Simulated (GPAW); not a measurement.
The C K edge of atom 3 in YNiC2 (Amm2), with 1 C at 1.37 Å, 1 Ni at 1.93 Å and 1 Ni at 1.98 Å (distorted trigonal planar, site symmetry m), was computed in 2 ways: excited-electron core hole (neutral cell) and half core hole. Program and functional: GPAW, LDA, Gaussian full width 0.9 eV up to 4 eV, rising linearly to 3.5 eV at 25 eV; cells of 16 atoms.

Each run is counted from its own lowest empty level or Fermi level and scaled to a mean of 1 over its first 20 eV.

```tsv
E (eV)	run 1	run 2
-2.0	0.00	0.00
-1.4	0.00	0.00
-0.8	0.02	0.01
-0.2	0.32	0.21
0.4	1.09	0.66
1.0	1.71	1.26
1.6	1.58	1.63
2.2	1.02	1.22
2.8	0.98	0.91
3.4	1.00	0.96
4.0	1.22	1.04
4.6	1.53	1.28
5.2	1.72	1.71
5.8	1.40	1.85
6.4	0.84	1.38
7.0	0.48	0.77
7.6	0.47	0.47
8.2	0.75	0.58
8.8	1.00	0.83
9.4	1.11	1.00
10.0	1.08	1.04
10.6	1.07	1.00
11.2	1.12	1.00
11.8	1.10	1.02
12.4	1.01	0.99
13.0	0.93	0.94
13.6	0.87	0.91
14.2	0.81	0.88
14.8	0.78	0.85
15.4	0.78	0.84
16.0	0.79	0.84
16.6	0.79	0.84
17.2	0.79	0.85
17.8	0.80	0.86
18.4	0.81	0.88
19.0	0.83	0.89
19.6	0.82	0.89
20.2	0.80	0.88
20.8	0.75	0.85
21.4	0.71	0.81
22.0	0.68	0.77
22.6	0.66	0.73
23.2	0.64	0.71
23.8	0.63	0.69
24.4	0.62	0.68
25.0	0.60	0.66
25.6	0.58	0.64
26.2	0.56	0.62
26.8	0.54	0.59
27.4	0.52	0.57
28.0	0.51	0.55
28.6	0.50	0.54
29.2	0.50	0.53
29.8	0.51	0.53
30.4	0.53	0.54
31.0	0.55	0.56
31.6	0.57	0.58
```

Q: Which run is which?

Run 1: excited-electron core hole (neutral cell) (area from −2 to 6 eV 8.0, main maxima 1.2 eV (1.76), 5.2 eV (1.72), 9.5 eV (1.11) and 11.4 eV (1.12)). Run 2: half core hole (area from −2 to 6 eV 7.5, main maxima 1.6 eV (1.63), 5.6 eV (1.88), 9.9 eV (1.04) and 19.5 eV (0.89)). 

[Banner, clock and machine lines of the logs are left out without a mark of their own.]

[Logs are printed without paths, hosts, clocks, repeated set-up lines and the standing remarks that a program may print on its own settings, such as how far it seeks lower states.]

[Hosts, paths, dates, database ids (printed as entryN), source tags and the programs' standing remarks are cut or masked in the printed files.]

[Lists of maxima count a maximum above −3 eV only where it reaches 4 % of the highest in the window and stands out from its surroundings by 2 % of it (1.5 % where it reaches 55 %); shoulders and weaker maxima are passed over, and of the rest the first, up to two pre-edge ones and the few strongest are named.]
